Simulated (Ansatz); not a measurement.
# I on Be(0001): change of the work function, part 4 of 4

Aim: the work function of Be(0001) at several coverages of I (hcp site), and the dipole that each adsorbate carries.

Ansatz 0.2.0; plane-wave DFT, PBE, Ansatz PAW.

So far, work function, upper face (eV): step 2 (the clean slab) 5.30; step 3 (the covered slab, k-mesh 5×5×1, coverage 0.111 ML) 4.31; step 4 (adsorbate added, k-mesh 8×8×1, coverage 0.25 ML) 3.94; step 6 (the slab at 0.25 ML, atoms frozen) 3.94.

## (7) The substrate of the 0.25 ML cell alone

System of this step: I/Be(0001), substrate alone, atoms held. The cell holds 16 atoms: 16 Be. Cell: a = 4.580 Å, b = 4.580 Å, c = 25.512 Å, α = 90.0°, β = 90.0°, γ = 60.0°. Vacuum lies along c.

The second part, atoms unmoved.

Contents of input.yaml:

```yaml
crystal:
  lattice:
    - [4.58, 0.0, 0.0]
    - [2.29, 3.9663963494, 0.0]
    - [0.0, 0.0, 25.5119770977]
  atoms:
    - { symbol: Be, position: [0.3333333333, 0.3333333333, 0.3527754813] }
    - { symbol: Be, position: [0.0, 0.0, 0.4231038214] }
    - { symbol: Be, position: [0.3333333333, 0.3333333333, 0.495345462] }
    - { symbol: Be, position: [0.0, 0.0, 0.5589658446] }
    - { symbol: Be, position: [0.3333333333, 0.8333333333, 0.3527754813] }
    - { symbol: Be, position: [0.0, 0.5, 0.4231038214] }
    - { symbol: Be, position: [0.3321095617, 0.8339452192, 0.4928819708] }
    - { symbol: Be, position: [-0.0125528989, 0.5062764495, 0.5653244207] }
    - { symbol: Be, position: [0.8333333333, 0.3333333333, 0.3527754813] }
    - { symbol: Be, position: [0.5, 0.0, 0.4231038214] }
    - { symbol: Be, position: [0.8339452192, 0.3321095617, 0.4928819708] }
    - { symbol: Be, position: [0.5062764495, -0.0125528989, 0.5653244207] }
    - { symbol: Be, position: [0.8333333333, 0.8333333333, 0.3527754813] }
    - { symbol: Be, position: [0.5, 0.5, 0.4231038214] }
    - { symbol: Be, position: [0.8339452192, 0.8339452192, 0.4928819708] }
    - { symbol: Be, position: [0.5062764495, 0.5062764495, 0.5653244207] }
kpoints:
  mp_grid: { grid: [8, 8, 1] }
hamiltonian:
  xc: pbe
scf:
  occupations: { method: fermi_dirac, width: 0.1 }
  convergence: { dr2_threshold: 1.0e-08 }
efield:
  axis: 3
  dipole_correction: true
  ramp_position: 0.97
  ramp_width: 0.06
output:
  write_potential: true
  write_density: true
  volumetric_format: npy
```

On the command line:

```sh
$ ansatz run input.yaml --threads 4 --pin off --max-ram 6144MiB --backend cpu --events-out ev --progress --plain --runs-dir out
```

Numbers of over 12 decimals in the logs are rounded to 6 here.

The log of the run:

```text
[...]
Crystal: 16 atoms, lattice volume = 463.453 Å³
Basis set: ecut = 420 eV, 9139 PW (Γ)
Bands: 32, of which v1, the nominal top of the filled ones, is band 16 counted from 1 (15 counted from 0)
Symmetry: 6 space group operations
[...]
k-points: 10 of 64 (time reversal used)
[...]
SCF iter   1: F=—  HF=-1480.088257 eV  |F-HF|=—  |Δ(HF+E_count)|=         —  Δρ=1.77e-3  dr2=3.54e-2  ethr=1.77e-3  p=0.004 e·Å  D=1.59e-3 V/Å  ΔV_dip=-0.04 eV  dr2_dipole=3.01e-6  V_vac-E_F(+/−)=5.30/5.34 eV  ⟨swp⟩=12.2  Hψ=3032  notcnv=0  defer=50
[...]
SCF iter   7: F=-1480.083657 eV  HF=-1480.083657 eV  |F-HF|=1.83e-9  |Δ(HF+E_count)|=   2.25e-8  Δρ=2.97e-7  dr2=4.60e-10  ethr=3.13e-11  p=0.002 e·Å  D=9.18e-4 V/Å  ΔV_dip=-0.02 eV  dr2_dipole=4.73e-12  V_vac-E_F(+/−)=5.31/5.33 eV  ⟨swp⟩=20.3  Hψ=2166  notcnv=0
SCF 1 converged in 7 iterations: F = -1480.083657 eV  dr2 = 4.60e-10
[...]
SCF converged after 7 iterations
Free energy (F): -1480.083657 eV
[...]
Internal energy: -1479.966273 eV  (E = F + TS)
E sigma→0 (E₀):  -1480.024965 eV
Entropy (-TS):   -0.117384 eV (-7.336 meV/atom)
Fermi energy:    -1.744222 eV
Dipole field:    D = 0.000920 V/Å  (p = 0.002356 e·Å, saw-weighted, corrected)
Work function:   Φ+ = 5.3054 eV   Φ− = 5.3289 eV
[...]
--- Band table (eV; the first three rows and the last of 10) ---
  k-point 0: bands = [... 12 lower, -3.6990, -3.6680, -3.5359, -3.5359, -3.4959, 1.0571, 1.1044, 1.1044, ... 12 higher]
  k-point 1: bands = [... 12 lower, -3.4022, -3.3946, -3.3713, -3.3575, -2.9300, 0.9036, 0.9311, 1.0286, ... 12 higher]
  k-point 2: bands = [... 12 lower, -3.2030, -3.1716, -2.5736, -2.5425, -2.1266, 0.9711, 1.1182, 1.1457, ... 12 higher]
  k-point 9: bands = [... 12 lower, -2.4771, -2.1348, -1.8486, -1.3613, -1.1638, -1.0778, -1.0251, -0.3871, ... 12 higher]
```

Wall time 9.6 s (4 threads of Arm Neoverse N1, shared host); peak memory 0.76 GiB; 37 s of CPU time.

This step gave:

```yaml
energy_at_zero_smearing: -1480.0250 eV
work_function_upper_face: 5.305 eV
work_function_lower_face: 5.329 eV
dipole_along_the_normal: 0.002356 e·Å
step_between_the_vacuum_levels: -0.02347 eV
```

The work function of the upper face is 5.31 eV.

## (8) The adsorbate layer of the 0.25 ML cell alone

System of this step: I/Be(0001), adsorbate layer alone, atoms held. The cell holds 1 atom: 1 I. Cell: a = 4.580 Å, b = 4.580 Å, c = 25.512 Å, α = 90.0°, β = 90.0°, γ = 60.0°. Vacuum lies along c.

The third part; a free layer of atoms may carry a moment, so spin is on.

input.yaml, the sections that differ from step 7:

```yaml
crystal:
  lattice:
    - [4.58, 0.0, 0.0]
    - [2.29, 3.9663963494, 0.0]
    - [0.0, 0.0, 25.5119770977]
  atoms:
    - { symbol: I, position: [0.3333333333, 0.3333333333, 0.6504712265], spin: 1.0 }
magnetization:
  spin_polarized: true
# kpoints, hamiltonian, scf, efield, output: as in step 7
```

The log of the run:

```text
[...]
Crystal: 1 atoms, lattice volume = 463.453 Å³
Basis set: ecut = 420 eV, 9139 PW (Γ)
Bands: 13, of which v1, the nominal top of the filled ones, is band 9 counted from 1 (8 counted from 0)
Symmetry: 12 space group operations
k-points: 10 of 64
[...]
Starting moments: Σ|m| = 1 μB on 1 of 1 site
[...]
SCF iter   7: F=—  HF=-7511.955542 eV  |F-HF|=—  |Δ(HF+E_count)|=   5.49e-3  Δρ=5.60e-4 (↑2.56e-4 ↓5.60e-4)  dr2=4.00e-3  dr2_m=1.07e-4  M=0.977 μB ∫|m|=0.978 μB  β_m=1.20  ethr=1.99e-6  p=-0.000 e·Å  D=-9.15e-8 V/Å  ΔV_dip=0.00 eV  dr2_dipole=7.65e-13  V_vac-E_F(+/−)=6.74/6.74 eV  ⟨swp⟩=3.0  Hψ=525  notcnv=0
[...]
spin-set hold released at iteration 7 (site moments contracting): the magnetisation degrees of freedom join the quasi-Newton model from the next iteration; the mixer history was flushed
SCF iter   8: F=—  HF=-7511.956902 eV  |F-HF|=—  |Δ(HF+E_count)|=   1.36e-3  Δρ=2.34e-4 (↑2.34e-4 ↓2.23e-4)  dr2=1.27e-3  dr2_m=1.21e-6  M=0.980 μB ∫|m|=0.980 μB  β_m=1.20  ethr=1.99e-6  p=-0.000 e·Å  D=-3.23e-7 V/Å  ΔV_dip=0.00 eV  dr2_dipole=3.55e-13  V_vac-E_F(+/−)=6.75/6.75 eV  ⟨swp⟩=3.0  Hψ=402  notcnv=0  κ⁻¹=1.0e0(r=1)
density mixer auto → broyden: no gap read (density of states about μ 2.07 of a free-electron gas's, 12 screened modes)
SCF iter   9: F=—  HF=-7511.958517 eV  |F-HF|=—  |Δ(HF+E_count)|=   1.61e-3  Δρ=2.08e-4 (↑2.09e-5 ↓2.08e-4)  dr2=2.07e-4  dr2_m=5.46e-5  M=0.981 μB ∫|m|=0.982 μB  β_m=1.20  ethr=1.99e-6  p=-0.000 e·Å  D=-6.59e-7 V/Å  ΔV_dip=0.00 eV  dr2_dipole=2.83e-15  V_vac-E_F(+/−)=6.77/6.77 eV  ⟨swp⟩=3.0  Hψ=464  notcnv=0  κ⁻¹=9.8e-3(r=2)
[...]
SCF iter  16: F=-7511.958902 eV  HF=-7511.958902 eV  |F-HF|=1.75e-9  |Δ(HF+E_count)|=   7.60e-9  Δρ=3.87e-8 (↑1.89e-8 ↓3.87e-8)  dr2=7.73e-12  dr2_m=1.48e-12  M=0.980 μB ∫|m|=0.981 μB  ethr=1.00e-12  p=-0.000 e·Å  D=-8.07e-7 V/Å  ΔV_dip=0.00 eV  dr2_dipole=3.99e-17  V_vac-E_F(+/−)=6.76/6.76 eV  ⟨swp⟩=3.5  Hψ=552  notcnv=0
SCF 1 converged in 16 iterations: F = -7511.958902 eV  dr2 = 7.73e-12
[...]
this state was not tested for a lower state beside it, because the mixer in use, unlike msr1, does not test its closes by its own steps (another_mixer; see scf.mixing.algorithm and scf.lower_state_search)
SCF converged after 16 iterations
Magnetization: 0.9805 μB (8.9902 up, 8.0098 down)
Absolute magnetization: 0.9824 μB (∫|ρ↑−ρ↓|, with the PAW one-centre terms)
[...]
Per-site moments (μB) at R_I (Å): [(0.947407, 1.889250)]
Free energy (F): -7511.958902 eV
[...]
Internal energy: -7511.858627 eV  (E = F + TS)
E sigma→0 (E₀):  -7511.908765 eV
Entropy (-TS):   -0.100275 eV (-100.275 meV/atom)
Fermi energy:    -5.754323 eV
Dipole field:    D = -0.000001 V/Å  (p = -0.000002 e·Å, saw-weighted, corrected)
Work function:   Φ+ = 6.7566 eV   Φ− = 6.7566 eV
[...]
--- Band table (eV; the first three rows and the last of 20) ---
  k-point 0 ↑: bands = [... 5 lower, -17.0157, -6.5979, -6.0642, -6.0642, -0.3439, 0.7684, 1.0035, 1.3184]
  k-point 1 ↑: bands = [... 5 lower, -16.9953, -6.5609, -6.2789, -6.1076, -0.0816, 0.8771, 1.1765, 1.5361]
  k-point 2 ↑: bands = [... 5 lower, -16.9451, -6.7338, -6.4683, -6.2084, 0.4989, 1.1464, 1.6365, 1.9605]
  k-point 9 ↓: bands = [... 5 lower, -16.2119, -6.3987, -6.0609, -5.8213, 1.9957, 2.5045, 2.7153, 3.0578]
```

The job ended after 11 s (4 threads; peak memory 0.71 GiB; 41 s of CPU time).

This step gave:

| Property | Result |
| --- | --- |
| energy at zero smearing | -7511.9088 eV |
| total moment | 0.9805 μB |
| site moments | 0.9474 μB |
| work function, upper face | 6.757 eV |
| dipole along the normal | -2.08e-6 e·Å |

Site moment by atom:

```tsv
atom	site moment (μB)
I1	0.947
```

The free layer carries a moment of 1.0 μB a cell.

## (9) Where the charge went at 0.25 ML

This step: plane-wave DFT, PBE, Ansatz PAW; density difference on adsorption (Ansatz 0.2.0).

The densities of the parts are taken from that of the whole and averaged over planes; the first moment of what is left gives the step in the potential.

Numbers from this step:

```
largest charge moved                 : 0.004160 e/Å²
potential step from the moved charge : -1.277 eV
```

The electron density difference oscillates, so the rows of the table below give means over windows of 0.5 Å about each position, cut where the curve ends. Its maxima inside the range that stand out by 2 % of the span (Å: e/Å³): 8.79: 0.00116, 10.63: 0.00196, 12.33: 0.00278, 13.89: 0.00478, 15.45: 0.00353, 16.58: 0.00784. Its minima: 9.64: -0.00122, 11.34: -0.00178, 13.04: -0.00287, 14.74: -0.00788, 16.02: -0.00242, 17.72: -0.00463.

Planar mean, whole system less its parts. Electron density difference against z; means over each step:

```tsv
z (Å)	electron density difference (e/Å³)
4.5	-7.7e-7
5.0	-2.5e-6
5.5	-8.3e-6
6.0	-2.4e-5
6.5	-6.8e-5
7.0	-1.6e-4
7.5	-2.8e-4
8.0	-1.1e-4
8.5	6.8e-4
9.0	7.7e-4
9.5	-8.4e-4
10.0	-4.2e-4
10.5	0.00148
11.0	2.1e-4
11.5	-0.00138
12.0	0.00129
12.5	0.00179
13.0	-0.00211
13.5	7.8e-4
14.0	0.00363
14.5	-0.00443
15.0	-0.00392
15.5	0.00233
16.0	-8.2e-4
16.5	0.00600
17.0	0.00373
17.5	-0.00255
18.0	-0.00358
18.5	-0.00144
19.0	-4.1e-4
19.5	-9.8e-5
20.0	-1.9e-5
20.5	-2.0e-6
21.0	4.7e-7
```

The electrons moved below z oscillates, so the rows of the table below give means over windows of 1.56 Å about each position, cut where the curve ends. Its maxima inside the range that stand out by 2 % of the span (Å: e/Å²): 9.2: 4.1e-4, 10.9: 8.1e-4, 12.6: 0.00149, 14.2: 0.00271, 15.7: -3.4e-4, 17.3: 0.00416. Its minima: 8.1: -3.4e-4, 10.1: -2.9e-4, 11.8: -1.1e-4, 13.3: 1.5e-4, 15.2: -0.00168, 16.2: -9.9e-4.

Planar mean, whole system less its parts. Electrons moved below z against z; means over each step:

```tsv
z (Å)	electrons moved below z (e/Å²)
3.90	-1.3e-7
5.46	-5.7e-6
7.02	-1.2e-4
8.58	-1.8e-5
10.14	9.6e-5
11.70	4.1e-4
13.26	9.7e-4
14.82	2.3e-4
16.38	9.3e-4
17.94	0.00198
19.50	4.7e-5
21.06	-3.9e-7
```

## (10) Varying the input

This step: plane-wave DFT, PBE, Ansatz PAW (Ansatz 0.2.0).

System of this step: I/Be(0001). The cell holds 17 atoms: 16 Be and 1 I. Cell: a = 4.580 Å, b = 4.580 Å, c = 25.512 Å, α = 90.0°, β = 90.0°, γ = 60.0°. Vacuum lies along c.

An input spoilt on purpose, to show how the run answers: it repeats the earlier run at 0.25 ML with efield.axis from 3 to 1, and scf.max_iter set to 100; its output block differs too.

Contents of input.yaml:

```yaml
crystal:
  lattice:
    - [4.58, 0.0, 0.0]
    - [2.29, 3.9663963494, 0.0]
    - [0.0, 0.0, 25.5119770977]
  atoms:
    - { symbol: Be, position: [0.3333333333, 0.3333333333, 0.3527754813] }
    - { symbol: Be, position: [0.0, 0.0, 0.4231038214] }
    - { symbol: Be, position: [0.3333333333, 0.3333333333, 0.493673835] }
    - { symbol: Be, position: [0.0, 0.0, 0.5655612216] }
    - { symbol: Be, position: [0.3333333333, 0.8333333333, 0.3527754813] }
    - { symbol: Be, position: [0.0, 0.5, 0.4231038214] }
    - { symbol: Be, position: [0.3333333333, 0.8333333333, 0.493673835] }
    - { symbol: Be, position: [0.0, 0.5, 0.5655612216] }
    - { symbol: Be, position: [0.8333333333, 0.3333333333, 0.3527754813] }
    - { symbol: Be, position: [0.5, 0.0, 0.4231038214] }
    - { symbol: Be, position: [0.8333333333, 0.3333333333, 0.493673835] }
    - { symbol: Be, position: [0.5, 0.0, 0.5655612216] }
    - { symbol: Be, position: [0.8333333333, 0.8333333333, 0.3527754813] }
    - { symbol: Be, position: [0.5, 0.5, 0.4231038214] }
    - { symbol: Be, position: [0.8333333333, 0.8333333333, 0.493673835] }
    - { symbol: Be, position: [0.5, 0.5, 0.5655612216] }
    - { symbol: I, position: [0.3333333333, 0.3333333333, 0.6472245187] }
kpoints:
  mp_grid: { grid: [8, 8, 1] }
hamiltonian:
  xc: pbe
scf:
  occupations: { method: fermi_dirac, width: 0.1 }
  convergence: { dr2_threshold: 1.0e-08 }
  max_iter: 100
efield:
  axis: 1
  dipole_correction: true
  ramp_position: 0.97
  ramp_width: 0.06
relax:
  f_tol: 0.02
  max_steps: 60
  constraints: [{ sites: [0, 1, 4, 5, 8, 9, 12, 13] }]
output:
  bader: true
  dos: { projected: true, e_range: [-8, 4] }
  write_potential: true
  write_density: true
  volumetric_format: npy
```

The log of the run:

```text
The last accepted step is kept in <dir> (removed where the run ends without a failure and the disk answers)
Engine: ansatz 0.2.0, aarch64-unknown-linux-gnu
Pseudopotentials: kind: paw
Pseudopotential: Be, paw, valence charge 2, recommended cutoff 420 eV (normal), Be.paw.azcp
Pseudopotential: I, paw, valence charge 17, recommended cutoff 420 eV (normal), I.paw.azcp
Functional definition: PBE
  parameter kappa = 0.804
  parameter beta = 0.066725
  exchange = pbe_x(kappa = kappa, mu = beta*pi^2/3)
  correlation = pbe_c(beta = beta)
Crystal: 17 atoms, lattice volume = 463.453 Å³
Basis set: ecut = 420 eV, 9139 PW (Γ), exchange–correlation on 64×64×360 points (8 copies of the dense FFT grid, shifted against one another)
Bands: 42, of which v1, the nominal top of the filled ones, is band 25 counted from 1 (24 counted from 0)
Symmetry: 2 space group operations
k-points: 21 of 64 (time reversal used)
Non-local potential: Be, projectors of the file, l = 0: 2, l = 1: 2, l = 2: 1
Non-local potential: I, projectors of the file, l = 0: 2, l = 1: 2, l = 2: 2, l = 3: 2
PAW form: soft (Blöchl's): semilocal exchange-correlation on the pseudo side does not see the compensation charge
PAW one-centre angular grid: Be, 110 points (default); XC on 64 Gauss nodes
PAW one-centre angular grid: I, 590 points (default); XC on 64 Gauss nodes
Initial density: superposition of atomic densities (neutral atoms: chi_scale 0, normalization atom), corrected by the library's trained network
Initial wavefunctions: pseudopotential atomic-orbital guess
Functional: x = pbe(κ = 0.804, μ = 0.219515), c = pbe(β = 0.066725)
Error: efield: ion 1 (Be) at fractional coordinate 0.0000 along the field axis lies inside the sawtooth ramp with 2 of the planes that the density is read on at each end, [0.9075, 0.0925] — the ramp must sit in vacuum (an ion there feels the fictitious reversed slope); set or move the ramp (efield.ramp_position / ramp_width) or move the geometry
```

Elapsed: 0.42 s, on 4 threads; peak memory 0.56 GiB.

The program refused the input before any cycle.

The program's message: “Error: efield: ion 1 (Be) at fractional coordinate 0.0000 along the field axis lies inside the sawtooth ramp with 2 of the planes that the density is read on at each end, [0.9075, 0.0925] — the ramp m …”

The fault put into the input: the field along an axis without vacuum.

## (11) What came out

```json
{"work function of the clean face": "5.30 eV", "work function at 0.11 ML": "4.31 eV", "work function at 0.25 ML": "3.94 eV", "dipole per adsorbate at 0.11 ML, positive end outwards": "1.03 D", "step of the potential from the moved charge at 0.25 ML, upper less lower side, atoms held": "-1.28 eV"}
```

In words: I lowers the work function of Be(0001) at the lowest coverage, by 0.98 eV: the adsorbate layer has its positive end outwards. An electronegative adsorbate that lowers the work function shows that charge transfer alone doesn't fix the sign: the pushed-back electron tail of the metal and the adsorbate's own polarisation count too. The slab has 4 layers, at the tabulated experimental lattice constant, one starting site was run, and quantum-size effects of a slab this thin can reach one or two tenths of an eV.

[Logs are printed without paths, hosts, clocks, repeated set-up lines and the standing remarks that a program may print on its own settings, such as how far it seeks lower states.]

[Hosts, paths, dates, database ids (printed as entryN), source tags and the programs' standing remarks are cut or masked in the printed files.]

[Maps of the electrostatic potential energy from Ansatz leave out the sawtooth potential of an applied field or a dipole correction, so their vacuum need not be flat; planar profiles and work functions include it.]
